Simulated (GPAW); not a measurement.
**TiO2 (C2/m): G0W0 with GPAW, start to end**

How does a plane-wave GW calculation on TiO2 (C2/m) run from the first input to the gap?

Main program and level: GPAW 26.7.0; LDA and many-body steps on it, plane waves.

## Step 1: Starting point

It takes space group C2/m (No. 12, monoclinic). The conventional cell has a = 12.307 Å, b = 3.767 Å, c = 6.616 Å, α = 90.00°, β = 106.95°, γ = 90.00°. Nearest to Ti lie 5 O at 1.78 to 2.03 Å. Ti has 6 O at 1.86 to 2.16 Å nearest. Nearest to O lie 3 Ti at 1.86 to 2.16 Å. Nearest to O lie 3 Ti at 1.94 to 2.03 Å. Nearest to O lie 2 Ti at 1.78 to 1.87 Å. Nearest to O lie 3 Ti at 1.96 to 2.16 Å. Farther neighbours and most contacts between anions are not listed.

The cell and positions are those that the Materials Project relaxed with its own functionals (PBE, PBE+U or r2SCAN), kept fixed. This is not the form that TiO2 usually takes at ambient conditions.

## Step 2: Ground state

This step: GPAW 26.7.0; DFT, LDA, plane waves, PAW.

The ground-state density comes first.

The input, run.py:

```python
import json
import numpy as np
from gpaw.mpi import world
from ase import Atoms
from gpaw import GPAW, PW, FermiDirac

atoms = Atoms(['Ti', 'Ti', 'Ti', 'Ti', 'O', 'O', 'O', 'O', 'O', 'O', 'O', 'O'],
    cell=[[6.1535771931, -1.8834685000, 0.0000000000],
      [6.1535771931, 1.8834685000, 0.0000000000],
      [-1.9283261078, 0.0000000000, 6.3289668713]],
    scaled_positions=[[0.8047140000, 0.8047140000, 0.7162380000],
      [0.0999290000, 0.0999290000, 0.7103980000],
      [0.1952860000, 0.1952860000, 0.2837620000],
      [0.9000710000, 0.9000710000, 0.2896020000],
      [0.0583525000, 0.0583525000, 0.3699790000],
      [0.6380690000, 0.6380690000, 0.7066030000],
      [0.1328115000, 0.1328115000, 0.0047090000],
      [0.9416475000, 0.9416475000, 0.6300210000],
      [0.7365115000, 0.7365115000, 0.3475000000],
      [0.8671885000, 0.8671885000, 0.9952910000],
      [0.2634885000, 0.2634885000, 0.6525000000],
      [0.3619310000, 0.3619310000, 0.2933970000]],
    pbc=(True, True, True))
calc = GPAW(mode=PW(600),
    xc='LDA',
    kpts={'size': (6, 6, 4), 'gamma': True},
    occupations=FermiDirac(0.001),
    nbands=-12,
    convergence={'density': 1e-6, 'bands': -3},
    maxiter=100,
    txt='gs.txt')
atoms.calc = calc
res = {'energy': atoms.get_potential_energy()}
kpts = calc.get_ibz_k_points()
res['kpts'] = kpts
res['eigenvalues'] = [calc.get_eigenvalues(kpt=k) for k in range(len(kpts))]
res['n_electrons'] = calc.get_number_of_electrons()
calc.write('gs.gpw')

if world.rank == 0:
    with open('result.json', 'w') as f:
        json.dump(res, f, default=lambda x: x.tolist())
```

On the command line:

```console
$ mpirun -n 4 gpaw python run.py
```

Numbers of over 12 decimals in the logs are rounded to 6 here.

The log of the run:

```text
__  _  _
 | _ |_)|_||  |
 |__||  | ||/\| - 26.7.0

Input parameters:
  mode=PW(ecut=600.0),
  convergence={'density': 1e-06, 'bands': -3},
  kpts=MonkhorstPack(size=(6, 6, 4), gamma=True),
  maxiter=100,
  nbands=-12,
  occupations=Occupations(name='fermi-dirac', width=0.001, fixmagmom=False),
  xc=XC(name='LDA')
  [... matrices ...]
Diagonalizing LCAO Hamiltonian
Converting LCAO to pw mode

                             O

       Ti   O          O    Ti   O

       O    Ti   O          O    Ti

           O

Atoms  # Å, Bohr magnetons
|    | symbol |         x |         y |        z |    initial magnetic moments |
|  0 |     Ti |  8.522599 | -0.000000 | 4.533047 | ( 0.0000,  0.0000,  0.0000) |
|  1 |     Ti | -0.140037 | -0.000000 | 4.496085 | ( 0.0000,  0.0000,  0.0000) |
|  2 |     Ti |  1.856229 | -0.000000 | 1.795920 | ( 0.0000,  0.0000,  0.0000) |
|  3 |     Ti | 10.518866 |  0.000000 | 1.832881 | ( 0.0000,  0.0000,  0.0000) |
|  4 |      O |  0.004713 | -0.000000 | 2.341585 | ( 0.0000,  0.0000,  0.0000) |
|  5 |      O |  6.490253 |  0.000000 | 4.472067 | ( 0.0000,  0.0000,  0.0000) |
|  6 |      O |  1.625451 | -0.000000 | 0.029803 | ( 0.0000,  0.0000,  0.0000) |
|  7 |      O | 10.374115 | -0.000000 | 3.987382 | ( 0.0000,  0.0000,  0.0000) |
|  8 |      O |  8.394267 |  0.000000 | 2.199316 | ( 0.0000,  0.0000,  0.0000) |
|  9 |      O |  8.753377 |  0.000000 | 6.299164 | ( 0.0000,  0.0000,  0.0000) |
| 10 |      O |  1.984561 | -0.000000 | 4.129651 | ( 0.0000,  0.0000,  0.0000) |
| 11 |      O |  3.888576 |  0.000000 | 1.856900 | ( 0.0000,  0.0000,  0.0000) |

Unit cell  # Å
| periodic |         x |         y |        z |  lengths |     angles |
|      yes |  6.153577 | -1.883468 | 0.000000 | 6.435368 | 106.182185 |
|      yes |  6.153577 |  1.883468 | 0.000000 | 6.435368 | 106.182185 |
|      yes | -1.928326 |  0.000000 | 6.328967 | 6.616212 |  34.036290 |

Number of symmetries: 4
Symmetry operations  # r_c * U_cc + t_c -> r_c
|   | kind |            matrix            |
| 0 |  E   |  1, 0, 0,  0, 1, 0,  0, 0, 1 |
| 1 |  σ   |  0, 1, 0,  1, 0, 0,  0, 0, 1 |
| 2 |  C2  |  0,-1, 0, -1, 0, 0,  0, 0,-1 |
| 3 |  i   | -1, 0, 0,  0,-1, 0,  0, 0,-1 |

BZ-sampling:
  Number of BZ points: 144
  Number of IBZ points: 47

  Monkhorst-Pack size: [6, 6, 4]
  Monkhorst-Pack shift: [0.083333, 0.083333, 0.125]

K-points  # in reciprocal-cell coordinates
|     |                                coordinates |     weight |
|   0 | (  0.00000000,   0.00000000,   0.00000000) | 0.00694444 |
|   1 | (  0.00000000,   0.00000000,   0.25000000) | 0.01388889 |
|   2 | (  0.00000000,   0.00000000,   0.50000000) | 0.00694444 |
|   3 | (  0.16666667,  -0.16666667,   0.00000000) | 0.01388889 |
|   4 | (  0.16666667,  -0.16666667,   0.25000000) | 0.02777778 |
|   5 | (  0.16666667,  -0.16666667,   0.50000000) | 0.01388889 |
|   6 | (  0.16666667,   0.00000000,  -0.25000000) | 0.02777778 |
|   7 | (  0.16666667,   0.00000000,   0.00000000) | 0.02777778 |
|   8 | (  0.16666667,   0.00000000,   0.25000000) | 0.02777778 |
|   9 | (  0.16666667,   0.00000000,   0.50000000) | 0.02777778 |
| ... |                                            |            |
|  46 | (  0.50000000,   0.50000000,   0.50000000) | 0.00694444 |

Plane wave coefficients: 4923
Cutoff: 600.0 eV

Spin-components: 1 (collinear spins)
Bands:           60
Projectors:      64
Spin-degeneracy: 2
Datatype:        complex128

  Storage: CPU
  Wave functions: 220_862_400 bytes (55_215_600 per core)
  Projectors: 117_793_280 bytes (29_448_320 per core)
  [... matrices ...]
Parallelization:
  kpt:    4
  domain: 1
  band:   1

Density:
  Valence electrons: 96.0
  Components: 1
  Grid points: [40 40 40]
  Charge: 0.0  # |e|

Potential:
  Grid points: [40 40 40]

species:
  Ti:
    name:    Titanium
    Z:       22.0
    valence: 12
    core:    10
    charge:  0.0  # [|e|]
    compensation charges:
      type: gauss
      rc: 0.38  # [Å]
      lmax: 2
    cutoffs:
      filter: 2.23  # [Å]
      core: 1.02  # [Å]
    projectors
    | kind |    occ | energy [eV] | rcut [Å] |
    |   3s |  2.000 |     -62.257 |    1.270 |
    |   4s |  2.000 |      -4.593 |    1.270 |
    |   3p |  6.000 |     -38.791 |    1.058 |
    |   4p |  0.000 |      -1.536 |    1.058 |
    |   3d |  2.000 |      -4.463 |    1.058 |
    |    d |        |      22.748 |    1.058 |

    Using partial waves for Ti as LCAO basis

  O:
    name:    Oxygen
    Z:       8.0
    valence: 6
    core:    2
    charge:  0.0  # [|e|]
    compensation charges:
      type: gauss
      rc: 0.21  # [Å]
      lmax: 2
    cutoffs:
      filter: 1.17  # [Å]
      core: 0.83  # [Å]
    projectors
    | kind |    occ | energy [eV] | rcut [Å] |
    |   2s |  2.000 |     -23.752 |    0.688 |
    |   2p |  4.000 |      -9.195 |    0.598 |
    |    s |        |       3.459 |    0.688 |
    |    p |        |      18.016 |    0.598 |
    |    d |        |       0.000 |    0.619 |

    Using partial waves for O as LCAO basis

Reference energy: -108919.060784  # eV

eigensolver:
  PPCG
  Converge bands: -3
  niter=2

density mixing:
  MSR1-Mixer
  Pratt-step length: 0.05
  Maximum mixing coefficient: 0.75
  Old densities: 10
  SVD Regularization: 0.005
  Good broyden scale: 1.0
  Trust region scale: 1.0
  Backstep threshold: 4.0
  History deletion threshold: 6.0
  Fourier metric: weight=20.0, sigma=0.015

occupation numbers:
  Fermi-Dirac:
    width: 0.0010  # eV

poisson solver:
  ecut: 4800.0  # eV

xc functional:
  name: None

Initialization done in: 6.955 s

convergence criteria:
- Maximum integral of absolute [dens]ity change: 1e-06 electrons / valence electron
- Maximum [total energy] change in last 3 cyles: 0.0005 eV / valence electron
- Maximum integral of absolute [eigenst]ate change: 4e-08 eV^2 / valence electron
maximum number of iterations: 100

SCF iterations
|iter     |     time |      energy | eigst |  dens |
|iter:   1|  | -131.759657 | +0.47 |       |
|iter:   2|  | -125.901728 | -0.70 | -0.79 |
|iter:   3|  | -115.607163 | +0.69 | -0.85 |
|iter:   4|  | -114.366163 | -0.22 | -1.26 |
|iter:   5|  | -114.199276 | -1.20 | -1.59 |
|iter:   6|  | -114.159956 | -1.68 | -1.84 |
|iter:   7|  | -114.150232 | -2.30 | -2.28 |
|iter:   8|  | -114.147358c| -2.90 | -2.66 |
|iter:   9|  | -114.147449c| -3.50 | -3.16 |
|iter:  10|  | -114.147399c| -3.86 | -3.40 |
|iter:  11|  | -114.147390c| -4.11 | -3.94 |
|iter:  12|  | -114.147390c| -4.45 | -4.49 |
|iter:  13|  | -114.147390c| -4.59 | -4.66 |
|iter:  14|  | -114.147390c| -4.84 | -5.16 |
|iter:  15|  | -114.147390c| -5.03 | -5.76 |
|iter:  16|  | -114.147390c| -5.17 | -6.23c|
|iter:  17|  | -114.147390c| -5.25 | -6.52c|
|iter:  18|  | -114.147390c| -5.32 | -6.88c|
|iter:  19|  | -114.147390c| -5.57 | -7.40c|
|iter:  20|  | -114.147390c| -5.63 | -7.92c|
|iter:  21|  | -114.147390c| -5.84 | -8.44c|
|iter:  22|  | -114.147390c| -5.87 | -8.75c|
|iter:  23|  | -114.147390c| -5.97 | -8.95c|
|iter:  24|  | -114.147390c| -6.08 | -9.49c|
|iter:  25|  | -114.147390c| -6.19 | -9.73c|
|iter:  26|  | -114.147390c| -6.35 | -9.85c|
|iter:  27|  | -114.147390c| -6.37 | -9.77c|
|iter:  28|  | -114.147390c| -6.51 |-10.04c|
|iter:  29|  | -114.147390c| -6.65 |-10.26c|
|iter:  30|  | -114.147390c| -6.74 |-10.60c|
|iter:  31|  | -114.147390c| -6.78 |-10.63c|
|iter:  32|  | -114.147390c| -6.90 |-10.67c|
|iter:  33|  | -114.147390c| -7.04 |-10.61c|
|iter:  34|  | -114.147390c| -7.08 |-10.97c|
|iter:  35|  | -114.147390c| -7.23 |-10.71c|
|iter:  36|  | -114.147390c| -7.31 |-10.82c|
|iter:  37|  | -114.147390c| -7.42c|-10.73c|

Converged in 37 steps
SCF loop duration: 247.430 s (6.687 s/step)
Energy contributions relative to reference atoms: (reference = -108919.060784)
  [... matrices ...]
Energy contributions:
  Kinetic:          84.949686
  Coulomb:        -108.908805
  Zero:              1.698337
  External:          0.000000
  Xc:              -91.886608
  Entropy:          -0.000000
  Spinorbit:         0.000000
  ----------------------------
  Free energy:    -114.147390
  Extrapolated:   -114.147390

dipole moment: (0.000011, -0.000000, 0.000007)  # |e|*Ang

Fermi level: 3.774
Eigenvalues  # (at kpt = [0.000, 0.000, 0.000])
| band index |      eig [eV] | occ [0-2] |
|          0 |       -52.699 |     2.000 |
|        ... |               |           |
|         40 |         1.555 |     2.000 |
|         41 |         1.598 |     2.000 |
|         42 |         1.910 |     2.000 |
|         43 |         1.914 |     2.000 |
|         44 |         2.041 |     2.000 |
|         45 |         2.048 |     2.000 |
|         46 |         2.447 |     2.000 |
|         47 |         2.618 |     2.000 |
|         48 |         5.475 |     0.000 |
[...]
|         52 |         6.108 |     0.000 |
|         53 |         6.578 |     0.000 |
|         54 |         7.118 |     0.000 |
|         55 |         7.269 |     0.000 |
|        ... |               |           |
|         59 |         7.856 |     0.000 |

Gap: 2.679 eV
Transition (v -> c):
  (s=0, k=20, n=47, [0.33, -0.17, 0.50]) -> (s=0, k=0, n=48, [0.00, 0.00, 0.00])
Direct/indirect transitions are different
Direct gap: 2.857 eV
Transition at: (s=0, k=11, n=47, [0.17, 0.17, 0.00])
# Writing to gs.gpw (mode='')
  [... matrices ...]
```

Elapsed: 4.3 min, on 4 MPI ranks of Arm Neoverse V2, shared host; peak memory 1.5 GiB.

Numbers from this step:

| Quantity | Value |
| --- | --- |
| total energy | -114.1474 eV |
| gap | 2.679 eV |
| k of the valence top | 0.3333, -0.1667, 0.5 |
| k of the conduction bottom | 0, 0, 0 |
| least direct gap | 2.857 eV |

The gap is indirect, with the least direct gap 0.18 eV higher.

## Step 3: Bands along the symmetry lines

The cheap functional maps the bands first; the places of the edges decide which points the dearer methods must see.

The input, run.py:

```python
import json
import numpy as np
from gpaw.mpi import world
from gpaw import GPAW

path = [[0.000000, 0.000000, 0.000000],
    [-0.034449, 0.034449, 0.000000],
    [-0.068899, 0.068899, 0.000000],
    [-0.103348, 0.103348, 0.000000],
    [-0.137797, 0.137797, 0.000000],
    [-0.172247, 0.172247, 0.000000],
    [-0.206696, 0.206696, 0.000000],
    [-0.241146, 0.241146, 0.000000],
    [-0.275595, 0.275595, 0.000000],
    [-0.724405, -0.275595, 0.000000],
    [-0.696354, -0.303646, 0.000000],
    [-0.668304, -0.331696, 0.000000],
    [-0.640253, -0.359747, 0.000000],
    [-0.612203, -0.387797, 0.000000],
    [-0.584152, -0.415848, 0.000000],
    [-0.556101, -0.443899, 0.000000],
    [-0.528051, -0.471949, 0.000000],
    [-0.500000, -0.500000, 0.000000],
    [-0.437500, -0.437500, 0.000000],
    [-0.375000, -0.375000, 0.000000],
    [-0.312500, -0.312500, 0.000000],
    [-0.250000, -0.250000, 0.000000],
    [-0.187500, -0.187500, 0.000000],
    [-0.125000, -0.125000, 0.000000],
    [-0.062500, -0.062500, 0.000000],
    [0.000000, 0.000000, 0.000000],
    [-0.062500, -0.062500, 0.062500],
    [-0.125000, -0.125000, 0.125000],
    [-0.187500, -0.187500, 0.187500],
    [-0.250000, -0.250000, 0.250000],
    [-0.312500, -0.312500, 0.312500],
    [-0.375000, -0.375000, 0.375000],
    [-0.437500, -0.437500, 0.437500],
    [-0.500000, -0.500000, 0.500000],
    [-0.529785, -0.470215, 0.500000],
    [-0.559570, -0.440430, 0.500000],
    [-0.589356, -0.410644, 0.500000],
    [-0.619141, -0.380859, 0.500000],
    [-0.648926, -0.351074, 0.500000],
    [-0.678711, -0.321289, 0.500000],
    [-0.708496, -0.291504, 0.500000],
    [-0.738281, -0.261719, 0.500000],
    [-0.261719, 0.261719, 0.500000],
    [-0.229004, 0.229004, 0.500000],
    [-0.196289, 0.196289, 0.500000],
    [-0.163574, 0.163574, 0.500000],
    [-0.130859, 0.130859, 0.500000],
    [-0.098144, 0.098144, 0.500000],
    [-0.065430, 0.065430, 0.500000],
    [-0.032715, 0.032715, 0.500000],
    [0.000000, 0.000000, 0.500000],
    [0.000000, 0.000000, 0.437500],
    [0.000000, 0.000000, 0.375000],
    [0.000000, 0.000000, 0.312500],
    [0.000000, 0.000000, 0.250000],
    [0.000000, 0.000000, 0.187500],
    [0.000000, 0.000000, 0.125000],
    [0.000000, 0.000000, 0.062500],
    [0.000000, 0.000000, 0.000000],
    [-0.500000, 0.000000, 0.500000],
    [-0.437500, 0.000000, 0.437500],
    [-0.375000, 0.000000, 0.375000],
    [-0.312500, 0.000000, 0.312500],
    [-0.250000, 0.000000, 0.250000],
    [-0.187500, 0.000000, 0.187500],
    [-0.125000, 0.000000, 0.125000],
    [-0.062500, 0.000000, 0.062500],
    [0.000000, 0.000000, 0.000000],
    [-0.062500, 0.000000, 0.000000],
    [-0.125000, 0.000000, 0.000000],
    [-0.187500, 0.000000, 0.000000],
    [-0.250000, 0.000000, 0.000000],
    [-0.312500, 0.000000, 0.000000],
    [-0.375000, 0.000000, 0.000000],
    [-0.437500, 0.000000, 0.000000],
    [-0.500000, 0.000000, 0.000000]]
calc = GPAW('gs.gpw').fixed_density(kpts=path,
    symmetry='off',
    nbands=58,
    convergence={'bands': 54},
    txt='bands.txt')
res = {}
kpts = calc.get_ibz_k_points()
res['kpts'] = kpts
res['eigenvalues'] = [calc.get_eigenvalues(kpt=k) for k in range(len(kpts))]
res['n_electrons'] = calc.get_number_of_electrons()

if world.rank == 0:
    with open('result.json', 'w') as f:
        json.dump(res, f, default=lambda x: x.tolist())
```

On the command line:

```console
$ mpirun -n 4 gpaw python run.py
```

The log of the run:

```text
Diagonalizing LCAO Hamiltonian
Converting LCAO to pw mode
convergence criteria:
- Maximum integral of absolute [eigenst]ate change: 4e-08 eV^2 / valence electron
maximum number of iterations: 100

SCF iterations
|iter     |     time |      energy | eigst |  dens |
|iter:   1|  |             | +0.23 |       |
|iter:   2|  |             | -1.38 |       |
|iter:   3|  |             | -2.51 |       |
[...]
|iter:  19|  |             | -7.12 |       |
|iter:  20|  |             | -7.29 |       |
|iter:  21|  |             | -7.44c|       |
SCF steps: 21
  __  _  _
 | _ |_)|_||  |
 |__||  | ||/\| - 26.7.0

Input parameters:
  mode=PW(ecut=600.0),
  convergence={'bands': 54},
  gpts=array([40, 40, 40]),
  kpts=KPoints(kpts=array([[ 0.      ,  0.      ,  0.      ],
         [-0.034449,  0.034449,  0.      ],
         [-0.068899,  0.068899,  0.      ],
         [-0.103348,  0.103348,  0.      ],
[...]
[-0.5     , -0.5     ,  0.      ],
         [-0.4375  , -0.4375  ,  0.      ],
         [-0.375   , -0.375   ,  0.      ],
[...]
[ 0.      ,  0.      ,  0.      ],
[...]
[-0.098144,  0.098144,  0.5     ],
[...]
[-0.032715,  0.032715,  0.5     ],
         [ 0.      ,  0.      ,  0.5     ],
         [ 0.      ,  0.      ,  0.4375  ],
[...]
[ 0.      ,  0.      ,  0.      ],
[...]
[ 0.      ,  0.      ,  0.      ],
[...]
[-0.375   ,  0.      ,  0.      ],
         [-0.4375  ,  0.      ,  0.      ],
         [-0.5     ,  0.      ,  0.      ]])),
  maxiter=100,
  nbands=58,
  occupations=Occupations(name='fermi-dirac', width=0.001, fixmagmom=False),
  parallel={},
  symmetry=Symmetry(point_group=False, time_reversal=False),
  xc=XC(name='LDA')
```

The job ended after 4 min (4 MPI ranks; peak memory 1.9 GiB).

This step gave:

| Item | Value |
| --- | --- |
| gap | 2.665 eV |
| k of the valence top | -0.7085, -0.2915, 0.5 |
| k of the conduction bottom | 0, 0, 0 |
| least direct gap | 2.854 eV |

The gap is 2.665 eV, −0.014 eV from the run before at this level.

The electronic bands at the labelled points (eV, zero at the top of the highest filled band):

```csv
point,band 45,band 46,band 47,band 48,band 49,band 50,band 51,band 52
Γ,-0.77,-0.76,-0.36,-0.19,2.66,3.02,3.26,3.27
halfway,-0.66,-0.57,-0.16,-0.11,3.04,3.05,3.34,3.40
C,-0.69,-0.43,-0.27,-0.12,2.85,3.17,3.53,3.79
jump to C2,-0.69,-0.43,-0.27,-0.12,2.85,3.17,3.53,3.79
halfway,-0.49,-0.41,-0.32,-0.26,2.99,3.29,3.32,3.33
Y2,-0.89,-0.64,-0.40,-0.13,2.81,2.86,3.36,3.44
halfway,-0.80,-0.71,-0.39,-0.16,2.71,2.97,3.25,3.34
Γ,-0.77,-0.76,-0.36,-0.19,2.66,3.02,3.26,3.27
halfway,-0.83,-0.54,-0.36,-0.14,2.78,3.00,3.24,3.27
M2,-0.86,-0.42,-0.23,-0.21,2.93,3.04,3.18,3.34
halfway,-0.50,-0.40,-0.23,-0.04,3.05,3.20,3.22,3.41
D,-0.75,-0.46,-0.16,-0.01,3.06,3.10,3.35,3.73
jump to D2,-0.75,-0.46,-0.16,-0.01,3.06,3.10,3.35,3.73
halfway,-0.64,-0.54,-0.23,-0.18,2.98,3.16,3.19,3.31
A,-0.71,-0.67,-0.61,-0.45,2.78,3.05,3.21,3.34
halfway,-0.73,-0.69,-0.43,-0.34,2.71,3.06,3.22,3.27
Γ,-0.77,-0.76,-0.36,-0.19,2.66,3.02,3.26,3.27
jump to L2,-0.69,-0.53,-0.11,-0.02,3.09,3.15,3.39,3.61
halfway,-0.58,-0.47,-0.19,-0.14,3.04,3.18,3.20,3.30
Γ,-0.77,-0.76,-0.36,-0.19,2.66,3.02,3.26,3.27
halfway,-0.60,-0.53,-0.21,-0.13,3.06,3.11,3.27,3.36
V2,-0.88,-0.48,-0.22,-0.14,3.06,3.10,3.54,3.59
```

## Step 4: Empty states on the mesh, 4×4×2 mesh, 184 bands

The sums over transitions need many empty states on a uniform mesh; this step solves for them.

The input, run.py:

```python
import json
import numpy as np
from gpaw.mpi import world
from gpaw import GPAW

calc = GPAW('gs.gpw').fixed_density(kpts={'size': (4, 4, 2), 'gamma': True},
    nbands=214,
    convergence={'bands': 184},
    txt='nscf.txt')
calc.write('full.gpw', mode='all')
res = {}
kpts = calc.get_ibz_k_points()
res['kpts'] = kpts
res['eigenvalues'] = [calc.get_eigenvalues(kpt=k) for k in range(len(kpts))]
res['n_electrons'] = calc.get_number_of_electrons()

if world.rank == 0:
    with open('result.json', 'w') as f:
        json.dump(res, f, default=lambda x: x.tolist())
```

On the command line:

```console
$ mpirun -n 4 gpaw python run.py
```

The log of the run:

```text
Diagonalizing LCAO Hamiltonian
Converting LCAO to pw mode
convergence criteria:
- Maximum integral of absolute [eigenst]ate change: 4e-08 eV^2 / valence electron
maximum number of iterations: 100

SCF iterations
|iter     |     time |      energy | eigst |  dens |
|iter:   1|  |             | +3.72 |       |
|iter:   2|  |             | +2.41 |       |
|iter:   3|  |             | +1.34 |       |
[...]
|iter:  11|  |             | -6.49 |       |
|iter:  12|  |             | -7.13 |       |
|iter:  13|  |             | -7.65c|       |
SCF steps: 13
  __  _  _
 | _ |_)|_||  |
 |__||  | ||/\| - 26.7.0

Input parameters:
  mode=PW(ecut=600.0),
  convergence={'bands': 184},
  gpts=array([40, 40, 40]),
  kpts=MonkhorstPack(size=(4, 4, 2), gamma=True),
  maxiter=100,
  nbands=214,
  occupations=Occupations(name='fermi-dirac', width=0.001, fixmagmom=False),
  parallel={},
  xc=XC(name='LDA')
# Writing to full.gpw (mode='all')
  [... matrices ...]

timing:  # [seconds]
  Total: 0.077  # ━━━━━━━━━━━━━━━━━━━━━━━━━━━━━━━━━━━━━━━━━━━━━━━━━━━━━━━━━━━
```

It took 2.5 min on 4 MPI ranks; peak memory 1.8 GiB; 9.9 min of CPU time.

This step gave:

| Item | Value |
| --- | --- |
| gap | 2.677 eV |
| k of the valence top | 0.25, -0.25, 0.5 |
| k of the conduction bottom | 0, 0, 0 |
| least direct gap | 2.857 eV |
| k points computed | 14 |
| lowest point of the top converged band, above the valence top | 47.98 eV |

On this mesh the gap is 2.677 eV.

(Continued in part 2 of 2.)

[Paths, hosts, dates, memory and timing lines, banners, echoed tables and standing remarks are left out of the program output.]

[Logs are printed without paths, hosts, clocks, repeated set-up lines and the standing remarks that a program may print on its own settings, such as how far it seeks lower states.]

[Runs of the session that timed out or met a known fault of the program may be left out.]

[Hosts, paths, dates, database ids (printed as entryN), source tags and the programs' standing remarks are cut or masked in the printed files.]
